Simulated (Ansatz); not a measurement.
In doubt: masses and optical values from hybrid runs of this build are listed as unsure (in some of the runs), which bears on the screening that GW takes from such a start.

Two G0W0 runs on TiO2 (I4/m).

```xyz
12
Lattice="-4.3508 4.3508 1.8876 4.3508 -4.3508 1.8876 4.3508 4.3508 -1.8876" Properties=species:S:1:pos:R:3 pbc="T T T"
Ti    0.0248    2.5433    0.0000
Ti    6.1582    0.0248    0.0000
Ti   -1.8075    4.3259    1.8876
Ti    4.3259    1.8075    1.8876
O     1.3121    4.3409    0.0000
O     2.9620   -2.9441    1.8876
O     4.3606    1.3121    0.0000
O     1.4067    1.3888    0.0000
O     2.9441    2.9620    1.8876
O    -0.0099    3.0387    1.8876
O     1.3888    7.2948    0.0000
O     3.0387    0.0099    1.8876
```

The cell and positions are those that the Materials Project relaxed with its own functionals (PBE, PBE+U or r2SCAN), kept fixed. This is not the form that TiO2 usually takes at ambient conditions.

The first (Ansatz 0.2.0; start HSE06, 4×4×4 mesh, 364 empty bands, screening to 108 eV, PAW set soft_1 files; 1 × NVIDIA H100 80GB HBM3 (shared by 6 runs) with 3 threads of AMD EPYC 7R13 (Zen 3), shared host) gave, on its mesh: starting gap 3.02 eV, G0W0 gap 3.43 eV, RPA ε∞ (mean) 4.39, 95 s.

The second gave: starting gap 1.53 eV, G0W0 gap 3.22 eV, RPA ε∞ (mean) 6.19, 97 s.

What was changed in the input? Choose among start, files, mesh, bands and cutoff, frequency model or another key.

Changed: start from HSE06 to LDA and frequency model from contour deformation to plasmon pole. A jump of this size in the start, with ε∞ moving the other way, marks another functional. Other changes could give like numbers; this is the one that was made.

Limits: not at the basis limit.

[Paths, hosts, dates, memory and timing lines, banners, echoed tables and standing remarks are left out of the program output.]

[Logs are printed without paths, hosts, clocks, repeated set-up lines and the standing remarks that a program may print on its own settings, such as how far it seeks lower states.]

[Runs of the session that timed out or met a known fault of the program may be left out.]

[Cells called generated may have been cut or substituted from an entry of the Crystallography Open Database or the Materials Project.]

[Hosts, paths, dates, database ids (printed as entryN), source tags and the programs' standing remarks are cut or masked in the printed files.]
